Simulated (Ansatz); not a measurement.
# What LiZnF3 (model cell, started as cubic perovskite with Zn in the octahedra) distorts into

Which phase does LiZnF3 (model cell, started as cubic perovskite with Zn in the octahedra) fall into along its unstable mode, and how much energy does it gain?

Calculated with Ansatz 0.2.0; DFT PBEsol, scalar-relativistic, plane waves, PAW; PAW set soft_1.

The structure was built from a prototype and need not be the compound's stable phase.

**1. Starting point**

The structure is cubic, space group Pm-3m (No. 221). Conventional cell: a = 3.968 Å, b = 3.968 Å, c = 3.968 Å, α = 90.00°, β = 90.00°, γ = 90.00°. Nearest to Li lie 12 F at 2.81 Å. Nearest to Zn lie 6 F at 1.98 Å. F has 2 Zn at 1.98 Å nearest. Farther neighbours and most contacts between anions are not listed.

Structure file:

```cif
data_structure
_symmetry_space_group_name_H-M 'Pm-3m'
_symmetry_Int_Tables_number 221
_cell_length_a 3.9677
_cell_length_b 3.9677
_cell_length_c 3.9677
_cell_angle_alpha 90.000
_cell_angle_beta 90.000
_cell_angle_gamma 90.000
_cell_volume 62.46
loop_
_atom_site_label
_atom_site_type_symbol
_atom_site_symmetry_multiplicity
_atom_site_Wyckoff_symbol
_atom_site_fract_x
_atom_site_fract_y
_atom_site_fract_z
_atom_site_occupancy
Li1 Li 1 a 0.00000 0.00000 0.00000 1
Zn1 Zn 1 b 0.50000 0.50000 0.50000 1
F1 F 3 c 0.50000 0.50000 0.00000 1
```

**2. Phonons on a q mesh**

The cell comes from relaxations at this level that are not shown. Stability and thermal properties need the whole zone. Linear response on a 4×4×4 q mesh gives force constants as far as a supercell of that size would, and the tensors from the zone-centre run are typed in so that the long-range dipole term is interpolated apart.

Contents of input.yaml:

```yaml
crystal:
  lattice:
    - [3.9677040432, 0.0, 0.0]
    - [0.0, 3.9677040432, 0.0]
    - [0.0, 0.0, 3.9677040432]
  atoms:
    - { symbol: Li, position: [0.0, 0.0, 0.0] }
    - { symbol: Zn, position: [0.5, 0.5, 0.5] }
    - { symbol: F, position: [0.5, 0.5, 0.0] }
    - { symbol: F, position: [0.5, 0.0, 0.5] }
    - { symbol: F, position: [0.0, 0.5, 0.5] }
kpoints:
  mp_grid: { grid: [8, 8, 8] }
hamiltonian:
  xc: pbesol
  pseudopotentials: { kind: paw, azcp: { folder: soft_1 }, xc_functional: pbe }
scf:
  occupations: { method: fixed }
output:
  eigenvalues: true
phonons:
  method: dfpt
  qmesh: [4, 4, 4]
  temperatures: { t_max: 1000, t_step: 50 }
  qpath:
    path:
      - [[0.0, 0.0, 0.0], [0.0, 0.5, 0.0], [0.5, 0.5, 0.0], [0.0, 0.0, 0.0], [0.5, 0.5, 0.5], [0.0, 0.5, 0.0]]
      - [[0.5, 0.5, 0.5], [0.5, 0.5, 0.0]]
    npoints: 10
  non_analytic_term:
    high_frequency_dielectric_tensor: [[2.29, 0.0, 0.0], [0.0, 2.29, 0.0], [0.0, 0.0, 2.29]]
    born_effective_charges:
      - { species: Li, tensor: [[1.2076, 0.0, 0.0], [0.0, 1.2076, 0.0], [0.0, 0.0, 1.2076]] }
      - { species: Zn, tensor: [[2.2074, 0.0, 0.0], [0.0, 2.2074, 0.0], [0.0, 0.0, 2.2074]] }
      - { species: F, tensor: [[-0.8576, 0.0, 0.0], [0.0, -0.8576, 0.0], [0.0, 0.0, -1.6999]] }
      - { species: F, tensor: [[-0.8576, 0.0, 0.0], [0.0, -1.6999, 0.0], [0.0, 0.0, -0.8576]] }
      - { species: F, tensor: [[-1.6999, 0.0, 0.0], [0.0, -0.8576, 0.0], [0.0, 0.0, -0.8576]] }
    source: "zone-centre run at this cell"
```

The run is started by

```sh
> ansatz run input.yaml --threads 4 --pin off --max-ram 16384MiB --backend cpu --events-out ev --progress --plain --runs-dir out
```

Numbers of over 12 decimals in the logs are rounded to 6 here.

The log of the run:

```text
Engine: ansatz 0.2.0, x86_64-unknown-linux-gnu
Pseudopotentials: kind: paw
Pseudopotential: Li, paw, valence charge 3, recommended cutoff 420 eV (normal), soft_1/Li.paw.azcp
Pseudopotential: Zn, paw, valence charge 12, recommended cutoff 420 eV (normal), soft_1/Zn.paw.azcp
Pseudopotential: F, paw, valence charge 7, recommended cutoff 420 eV (normal), soft_1/F.paw.azcp
Functional definition: PBEsol
  exchange = pbesol_x
  correlation = pbesol_c
Crystal: 5 atoms, lattice volume = 62.462 Å³
Basis set: ecut = 420 eV, 1213 PW (Γ), exchange–correlation on 54×54×54 points (8 copies of the dense FFT grid, shifted against one another)
Bands: 23, of which v1, the nominal top of the filled ones, is band 18 counted from 1 (17 counted from 0)
Symmetry: 48 space group operations
k-points: 35 of 512
Non-local potential: Li, projectors of the file, l = 0: 3, l = 1: 2, l = 2: 1
Non-local potential: Zn, projectors of the file, l = 0: 2, l = 1: 2, l = 2: 3, l = 3: 1
Non-local potential: F, projectors of the file, l = 0: 2, l = 1: 2, l = 2: 1
PAW form: soft (Blöchl's): semilocal exchange-correlation on the pseudo side does not see the compensation charge
PAW frozen core: Zn, regenerated for the run's functional, and the local potential with it (the file was generated under x = pbe(κ = 0.804, μ = 0.219515), c = pbe(β = 0.066725))
PAW frozen core: F, regenerated for the run's functional, and the local potential with it (the file was generated under x = pbe(κ = 0.804, μ = 0.219515), c = pbe(β = 0.066725))
PAW one-centre angular grid: Li, 110 points (default); XC on 64 Gauss nodes
PAW one-centre angular grid: Zn, 590 points (default); XC on 64 Gauss nodes
PAW one-centre angular grid: F, 110 points (default); XC on 64 Gauss nodes
Initial density: superposition of atomic densities (chi_scale 0.1, normalization cell, long waves kept (reshape's long-wave potential 0.03 eV rms))
Initial wavefunctions: pseudopotential atomic-orbital guess
Functional: x = pbesol(κ = 0.804, μ = 0.123457), c = pbesol(β = 0.046)
SCF iter   1: F=—  HF=-5893.265848 eV  |F-HF|=—  |Δ(HF+E_count)|=         —  Δρ=1.82e-1  dr2=1.26e1  ethr=3.10e-3  ⟨swp⟩=4.3  Hψ=3681  notcnv=0  defer=69
preconditioner: auto → Resta (q_TF=auto, 2.489 Å⁻¹)  ε∞=3.7  [insulator: Δε(μ)=2.900 eV  Ē_g=16.802 eV  n_scr=18 (ndim 8)  ℏωp=27.4 eV  f_vac=0.010  ε∞_Penn≈3.7]
SCF iter   2: F=—  HF=-5888.911449 eV  |F-HF|=—  |Δ(HF+E_count)|=    4.35e0  Δρ=4.01e-2  dr2=8.04e-1  ethr=3.10e-3  ⟨swp⟩=3.0  Hψ=2324  notcnv=0  defer=85
SCF iter   3: F=—  HF=-5888.465744 eV  |F-HF|=—  |Δ(HF+E_count)|=   4.46e-1  Δρ=2.14e-2  dr2=3.11e-1  ethr=2.23e-3  ⟨swp⟩=2.0  Hψ=1640  notcnv=0  defer=97
SCF iter   4: F=—  HF=-5888.415332 eV  |F-HF|=—  |Δ(HF+E_count)|=   5.04e-2  Δρ=1.06e-2  dr2=2.82e-2  ethr=8.64e-4  ⟨swp⟩=2.4  Hψ=1364  notcnv=0  defer=96
SCF iter   5: F=—  HF=-5888.447899 eV  |F-HF|=—  |Δ(HF+E_count)|=   3.26e-2  Δρ=6.99e-3  dr2=1.81e-2  ethr=7.84e-5  ⟨swp⟩=2.9  Hψ=1691  notcnv=0  defer=100
SCF iter   6: F=—  HF=-5888.441583 eV  |F-HF|=—  |Δ(HF+E_count)|=   6.32e-3  Δρ=3.16e-3  dr2=3.30e-3  ethr=5.02e-5  ⟨swp⟩=2.2  Hψ=1318  notcnv=0  defer=100
SCF iter   7: F=—  HF=-5888.441177 eV  |F-HF|=—  |Δ(HF+E_count)|=   4.07e-4  Δρ=6.68e-4  dr2=1.96e-4  ethr=9.16e-6  ⟨swp⟩=2.1  Hψ=1344  notcnv=0  defer=101
SCF iter   8: F=—  HF=-5888.441201 eV  |F-HF|=—  |Δ(HF+E_count)|=   2.38e-5  Δρ=8.66e-5  dr2=6.00e-6  ethr=5.43e-7  ⟨swp⟩=2.0  Hψ=1350  notcnv=0  defer=101
SCF iter   9: F=—  HF=-5888.441202 eV  |F-HF|=—  |Δ(HF+E_count)|=   1.92e-6  Δρ=2.42e-5  dr2=2.68e-7  ethr=1.67e-8  ⟨swp⟩=2.4  Hψ=1296  notcnv=0  defer=36
SCF iter  10: F=—  HF=-5888.441203 eV  |F-HF|=—  |Δ(HF+E_count)|=   1.70e-7  Δρ=2.29e-6  dr2=2.65e-9  ethr=7.43e-10  ⟨swp⟩=2.0  Hψ=1370  notcnv=0  defer=35
SCF iter  11: F=—  HF=-5888.441203 eV  |F-HF|=—  |Δ(HF+E_count)|=   3.82e-9  Δρ=4.82e-7  dr2=1.03e-10  ethr=7.37e-12  ⟨swp⟩=2.0  Hψ=1394  notcnv=0  defer=35
SCF iter  12: F=-5888.441203 eV  HF=-5888.441203 eV  |F-HF|=1.36e-11  |Δ(HF+E_count)|=  2.53e-10  Δρ=1.08e-7  dr2=7.15e-12  ethr=1.00e-12  ⟨swp⟩=11.1  Hψ=4647  notcnv=0
SCF 1 converged in 12 iterations: F = -5888.441203 eV  dr2 = 7.15e-12
  greatest PAW one-centre occupation: 0.999 electrons in one spin orbital (limit 2), on the Li atom at site 0 (counted from 0), in its partial waves of l = 0
NSCF: frozen V_eff on 35 k-points
NSCF: frozen V_eff on 125 k-points
DFPT response loops at q = (0, 0, 0) (fractional): preconditioner auto → none (the input reference at scf.mixing.eps_inf says where Resta's filter doesn't serve); β = 0.50; Broyden in place of MSR1
NSCF: frozen V_eff on 400 k-points
DFPT response loops at q = (0, 0, 0.25) (fractional): mixed as the last ones told, above
NSCF: frozen V_eff on 250 k-points
DFPT response loops at q = (0, 0, -0.5) (fractional): mixed as the last ones told, above
NSCF: frozen V_eff on 640 k-points
DFPT response loops at q = (0, 0.25, 0.25) (fractional): mixed as the last ones told, above
NSCF: frozen V_eff on 400 k-points
DFPT response loops at q = (0, 0.25, -0.5) (fractional): mixed as the last ones told, above
NSCF: frozen V_eff on 250 k-points
DFPT response loops at q = (0, -0.5, -0.5) (fractional): mixed as the last ones told, above
NSCF: frozen V_eff on 1024 k-points
DFPT response loops at q = (0.25, 0.25, 0.25) (fractional): mixed as the last ones told, above
NSCF: frozen V_eff on 640 k-points
DFPT response loops at q = (0.25, 0.25, -0.5) (fractional): mixed as the last ones told, above
NSCF: frozen V_eff on 400 k-points
DFPT response loops at q = (0.25, -0.5, -0.5) (fractional): mixed as the last ones told, above
NSCF: frozen V_eff on 250 k-points
DFPT response loops at q = (-0.5, -0.5, -0.5) (fractional): mixed as the last ones told, above
SCF converged after 12 iterations
Free energy (F): -5888.441203 eV
Harris-Foulkes:  -5888.441203 eV  (|F-HF|=1.36e-11)
Internal energy: -5888.441203 eV  (E = F + TS)
E sigma→0 (E₀):  -5888.441203 eV
Fermi energy:    2.616982 eV
--- Per-component energies (eV) ---
  E_band       = -217.983533
  E_kinetic    = 753.081377
  E_local      = -4452.989431  (includes V_loc(G=0)·N_el)
  E_nonlocal   = 1073.921020
  E_hartree    = 1712.264893
  E_xc         = -312.712639
  E_vxc        = -354.652487  (∫ρ·V_xc dr)
  E_paw        = -2481.889139  (= ΣΔE_a)
  E_vpaw       = -661.875802  (= ΣTr[D̂ρ^β])
  E_aug_tail   = 0.002100  (compensation charges beyond the density's cutoff)
  E_ewald      = -2181.044068
  E_core_change = 0.924684  (= ΣΔE_core)
  E_smearing   = -0.000000  (= −TS)
  E_closure    = -0.000000  (closes the sum)
  Σ components = -5888.441203   (vs F -5888.441203, Δ=0.00e0)
--- Band table (eV; the first three rows and the last of 35) ---
  k-point 0: bands = [... 14 lower, 0.1672, 0.2433, 0.2433, 0.2433, 5.6968, 10.1296, 13.4353, 13.4353, ... 1 higher]
  k-point 1: bands = [... 14 lower, 0.2010, 0.2898, 0.2898, 0.3809, 5.9815, 10.2676, 12.5777, 13.3930, ... 1 higher]
  k-point 2: bands = [... 14 lower, 0.2220, 0.4316, 0.4316, 0.6652, 6.7213, 10.4838, 11.6454, 13.2884, ... 1 higher]
  k-point 34: bands = [... 14 lower, 0.7927, 0.7927, 2.6170, 2.6170, 10.5318, 11.9437, 11.9437, 11.9437, ... 1 higher]
--- Phonons (Γ-DFPT): 4 representative perturbations + reference (Σ response iterations 15) ---
  ASR residual: 2.630e-4 → 0.000e0 eV/Å²; symmetrization residual: 1.250e-6 eV/Å²
  ASR residual per site (eV/Å²): 1.99e-4 2.63e-4 9.51e-5 9.51e-5 9.51e-5
  Γ frequencies (cm⁻¹): -231.11 -231.11 -231.11 -40.21 -40.21 -40.21 0.00 0.00 0.00 187.72 187.72 187.72 488.99 488.99 488.99
--- Phonons (arbitrary-q DFPT): 10 irreducible q on the 4×4×4 mesh ---
  q = [0.0000, 0.0000, 0.0000] (star 1, of the zone-centre solve; hermiticity 1.77e-7, symmetrization 2.91e-13): -231.11 -231.11 -231.11 -40.21 -40.21 -40.21 -0.00 0.00 0.00 187.72 187.72 187.72 488.99 488.99 488.99
  q = [0.0000, 0.0000, 0.2500] (star 6, 9 solved perturbations in 1560 linear systems a pass and spin channel, the states on 200 of 512 k-point pairs; hermiticity 1.65e-7, symmetrization 3.34e-13): -223.70 -223.70 -45.45 -45.45 17.03 70.75 70.75 118.39 163.57 173.61 173.61 254.73 487.56 487.56 548.97
  q = [0.0000, 0.0000, -0.5000] (star 3, 9 solved perturbations in 975 linear systems a pass and spin channel, the states on 125 of 512 k-point pairs; hermiticity 2.11e-7, symmetrization 4.63e-13): -215.31 -215.31 -58.87 -58.87 46.16 131.60 131.60 135.66 135.66 167.61 180.31 291.32 486.09 486.09 520.18
  q = [0.0000, 0.2500, 0.2500] (star 12, 9 solved perturbations in 2460 linear systems a pass and spin channel, the states on 320 of 512 k-point pairs; hermiticity 1.49e-7, symmetrization 6.98e-14): -220.16 -214.75 -118.56 -103.16 48.37 61.93 109.43 137.35 159.88 171.33 247.42 269.53 433.43 486.22 559.94
  q = [0.0000, 0.2500, -0.5000] (star 12, 15 solved perturbations on 200 of 512 k-point pairs; hermiticity 2.08e-7, symmetrization 4.53e-14): -212.63 -204.04 -158.33 -122.13 25.14 110.96 126.37 130.04 163.28 199.53 266.24 300.45 405.14 484.84 548.27
  q = [0.0000, -0.5000, -0.5000] (star 3, 9 solved perturbations in 975 linear systems a pass and spin channel, the states on 125 of 512 k-point pairs; hermiticity 2.18e-7, symmetrization 1.91e-13): -208.06 -208.06 -189.19 -161.13 78.70 78.70 118.22 174.01 174.01 221.67 310.51 310.51 350.37 483.56 545.69
  q = [0.2500, 0.2500, 0.2500] (star 8, 4 solved perturbations in 1376 linear systems a pass and spin channel, the states on 512 of 512 k-point pairs; hermiticity 1.88e-7, symmetrization 2.23e-13): -219.12 -219.12 -123.93 -116.69 -91.62 -91.62 162.95 162.95 163.82 237.87 237.87 279.80 431.85 431.85 572.46
  q = [0.2500, 0.2500, -0.5000] (star 12, 9 solved perturbations in 2460 linear systems a pass and spin channel, the states on 320 of 512 k-point pairs; hermiticity 1.70e-7, symmetrization 1.04e-13): -218.15 -201.10 -184.21 -134.42 -107.37 -85.71 163.35 192.82 205.86 223.59 272.35 296.31 391.07 430.26 568.89
  q = [0.2500, -0.5000, -0.5000] (star 6, 9 solved perturbations in 1560 linear systems a pass and spin channel, the states on 200 of 512 k-point pairs; hermiticity 1.44e-7, symmetrization 2.73e-13): -212.19 -212.19 -206.67 -161.47 -119.24 -119.24 192.98 218.55 218.55 245.25 294.08 294.08 350.10 412.82 571.61
  q = [-0.5000, -0.5000, -0.5000] (star 1, 4 solved perturbations in 350 linear systems a pass and spin channel, the states on 125 of 512 k-point pairs; hermiticity 5.00e-8, symmetrization 1.64e-13): -220.18 -220.18 -220.18 -161.80 -161.80 -161.80 256.31 256.31 256.31 264.55 264.55 264.55 349.82 349.82 578.83
  sum rule: each row above includes the acoustic sum rule's correction from the zone centre's row sums; it moved no ω² by more than (2.79 cm⁻¹)²
  mesh force constants: q→R imaginary residual 7.26e-19; ASR residual 2.630e-4 → 0.000e0 eV/Å²; symmetrization residual 8.882e-15 eV/Å²
  interpolated dispersion: 63 rows × 15 modes
  density of states and harmonic sums: on the 16×16×16 q-mesh, interpolated from the force constants of a 4×4×4 supercell (with the dipole–dipole term of supplied tensors)
  largest difference from the sums on the solved wave vectors: F 6.65e-2 eV, S 8.86e-5 and C_V 2.21e-5 eV/K
  zero-point energy: 0.167330 eV/cell   skipped modes (ω ≤ 0): 853, of them read as no rigid motion or as one in doubt: 850 (5.177e0 modes/cell left out, lowest -231.11 cm⁻¹)   left out of the sums: 3.45e-1 of the cell's modes: C_V's classical limit lies that fraction below 3 k_B per atom; for a crystal, a wire or a layer, F and S can be off by more, and a phonons.interpolated_qmesh denser along its periods is the remedy for the sampling
```

Run time: 6.4 min. Hardware: 4 threads of Intel Xeon Platinum 8375C at 2.90GHz (Ice Lake), shared host; peak memory 2 GiB.

This step gave:

* gap on the k-mesh: 3.080 eV
* volume per atom: 12.49 Å³
* sum-rule residual before enforcement: 2.63e-4 eV/Å²
* lowest frequency on the path: -231.1 cm⁻¹
* point group: m-3m
* highest frequency on the path or at a solved wavevector: 578.8 cm⁻¹
* highest optical mode at the zone centre (no LO-TO term): 489.0 cm⁻¹
* lowest optical zone-centre mode: -231.1 cm⁻¹
* lowest mode on the q mesh (acoustic modes at Γ apart): -231.1 cm⁻¹

Frequencies (cm⁻¹) solved at each irreducible wavevector; negative means imaginary. Frequencies by wavevector, by row:

```csv
q in reciprocal lattice units,star,mode 1,mode 2,mode 3,mode 4,mode 13,mode 14,mode 15
0 0 0,1,-231.1,-231.1,-231.1,-40.2,489,489,489
0 0 0.25,6,-223.7,-223.7,-45.5,-45.5,487.6,487.6,549
0 0 -0.5,3,-215.3,-215.3,-58.9,-58.9,486.1,486.1,520.2
0 0.25 0.25,12,-220.2,-214.8,-118.6,-103.2,433.4,486.2,559.9
0 0.25 -0.5,12,-212.6,-204,-158.3,-122.1,405.1,484.8,548.3
0 -0.5 -0.5,3,-208.1,-208.1,-189.2,-161.1,350.4,483.6,545.7
0.25 0.25 0.25,8,-219.1,-219.1,-123.9,-116.7,431.9,431.9,572.5
0.25 0.25 -0.5,12,-218.2,-201.1,-184.2,-134.4,391.1,430.3,568.9
0.25 -0.5 -0.5,6,-212.2,-212.2,-206.7,-161.5,350.1,412.8,571.6
-0.5 -0.5 -0.5,1,-220.2,-220.2,-220.2,-161.8,349.8,349.8,578.8
```

Interpolated from a 4×4×4 q mesh, with the LO-TO term (at Γ the limit along the path; where Γ stands inside the path, tables give the limit on arrival). Phonon branches along the path, in cm⁻¹:

```csv
point,branch 1,branch 2,branch 3,branch 4,branch 12,branch 13,branch 14,branch 15
Γ,-231,-231,-40,-40,239,489,489,571
halfway,-224,-224,-45,-45,255,488,488,549
X,-215,-215,-59,-59,291,486,486,520
halfway,-213,-204,-158,-122,300,405,485,548
M,-208,-208,-189,-161,310,350,484,546
halfway,-220,-215,-119,-103,270,433,486,560
Γ,-231,-231,-40,-40,239,489,489,571
halfway,-219,-219,-124,-117,280,432,432,572
R,-220,-220,-220,-162,264,350,350,579
halfway,-218,-201,-184,-134,296,391,430,569
X,-215,-215,-59,-59,291,486,486,520
jump to R,-220,-220,-220,-162,264,350,350,579
halfway,-212,-212,-207,-162,294,350,413,572
M,-208,-208,-189,-161,310,350,484,546
```

Symmetry leaves 10 wavevectors to solve. The lowest mode among them, the acoustic zeros apart, lies at Γ and is imaginary, 231.1i cm⁻¹, so the energy falls along it.

**3. The mode frozen in, largest atomic shift 0 Å**

The mode followed lies at Γ with frequency 231.1i cm⁻¹ and is 3-fold degenerate, the softest among the wavevectors solved. At small amplitude the distorted cell has space group no. 160 by a symmetry search on the positions. The undistorted cell that holds it gives the zero of energy on the same k mesh.

input.yaml, the sections that differ from step 2:

```yaml
scf:
  occupations: { method: gaussian, width: 0.02 }
output:
  forces: true
  stress: true
  eigenvalues: true
# crystal, kpoints, hamiltonian: as in step 2
# phonons: removed
```

The log of the run:

```text
[...]
Crystal: 5 atoms, lattice volume = 62.462 Å³
Basis set: ecut = 420 eV, 1213 PW (Γ), exchange–correlation on 54×54×54 points (8 copies of the dense FFT grid, shifted against one another)
Bands: 23, of which v1, the nominal top of the filled ones, is band 18 counted from 1 (17 counted from 0)
Symmetry: 48 space group operations
[...]
k-points: 35 of 512
[...]
--- Band table (eV; the first three rows and the last of 35) ---
  k-point 0: bands = [... 14 lower, 0.1672, 0.2433, 0.2433, 0.2433, 5.6968, 10.1296, 13.4352, 13.4352]
  k-point 1: bands = [... 14 lower, 0.2010, 0.2898, 0.2898, 0.3809, 5.9815, 10.2676, 12.5777, 13.3930]
  k-point 2: bands = [... 14 lower, 0.2220, 0.4316, 0.4316, 0.6652, 6.7213, 10.4838, 11.6454, 13.2884]
  k-point 34: bands = [... 14 lower, 0.7927, 0.7927, 2.6170, 2.6170, 10.5318, 11.9437, 11.9437, 11.9437]
[key lines of the parts left out:]
SCF converged after 10 iterations
Free energy (F): -5888.441203 eV
Fermi energy:    4.156959 eV
P = ⅓ Tr σ = -0.0069 GPa (-0.069 kbar)
```

Wall time 0.99 s (4 threads); peak memory 0.43 GiB; 3.2 s of CPU time.

This step gave:

| Quantity | Value |
| --- | --- |
| pressure | -0.006940 GPa |
| energy from the undistorted cell | 0 meV/atom |

At this level the gap is 3.08 eV on the k-mesh of the self-consistent run, which can miss the band edges.

**4. The mode frozen in, largest atomic shift 0.6 Å**

The atoms are moved along the unstable eigenvector, the largest shift by 0.6 Å, with the cell fixed.

input.yaml, the sections that differ from step 3:

```yaml
crystal:
  lattice:
    - [3.9677040432, 0.0, 0.0]
    - [0.0, 3.9677040432, 0.0]
    - [0.0, 0.0, 3.9677040432]
  atoms:
    - { symbol: Li, position: [-0.0873074599, 0.0873074599, 0.0873074599] }
    - { symbol: Zn, position: [0.4977009276, 0.5022990724, 0.5022990724] }
    - { symbol: F, position: [0.518911158, 0.481088842, -0.001982457] }
    - { symbol: F, position: [0.518911158, -0.001982457, 0.481088842] }
    - { symbol: F, position: [0.001982457, 0.481088842, 0.481088842] }
# kpoints, hamiltonian, scf, output: as in step 3
```

The log of the run:

```text
[...]
Crystal: 5 atoms, lattice volume = 62.462 Å³
Basis set: ecut = 420 eV, 1213 PW (Γ), exchange–correlation on 54×54×54 points (8 copies of the dense FFT grid, shifted against one another)
Bands: 23, of which v1, the nominal top of the filled ones, is band 18 counted from 1 (17 counted from 0)
Symmetry: 6 space group operations
[...]
k-points: 65 of 512 (time reversal used)
[...]
P = ⅓ Tr σ = 0.5567 GPa (5.567 kbar)
--- Band table (eV; the first three rows and the last of 65) ---
  k-point 0: bands = [... 14 lower, 0.0578, 0.0878, 0.1625, 0.1625, 5.7243, 9.9270, 13.1968, 13.1968]
  k-point 1: bands = [... 14 lower, 0.0862, 0.1126, 0.2083, 0.3467, 6.0076, 10.0454, 12.7611, 13.2625]
  k-point 2: bands = [... 14 lower, 0.1081, 0.1556, 0.3310, 0.5794, 6.7482, 10.2322, 12.0709, 13.3925]
  k-point 64: bands = [... 14 lower, 0.5805, 0.6772, 2.3842, 2.3842, 10.1393, 12.1052, 12.1774, 12.1774]
[key lines of the parts left out:]
SCF converged after 10 iterations
Free energy (F): -5888.714560 eV
Fermi energy:    4.054345 eV
```

It took 2.3 s on 4 threads; peak memory 0.48 GiB.

Numbers from this step:

```
pressure                         : 0.5567 GPa
gap on the k-mesh                : 3.340 eV
energy from the undistorted cell : -54.67 meV/atom
```

The energy, extrapolated to zero smearing, is -54.67 meV/atom against the undistorted cell.

The run ends at a pressure of 0.56 GPa, with forces up to 0.58 eV/Å.

[end of part 1 of 3]

[Logs are printed without paths, hosts, clocks, repeated set-up lines and the standing remarks that a program may print on its own settings, such as how far it seeks lower states.]

[Hosts, paths, dates, database ids (printed as entryN), source tags and the programs' standing remarks are cut or masked in the printed files.]
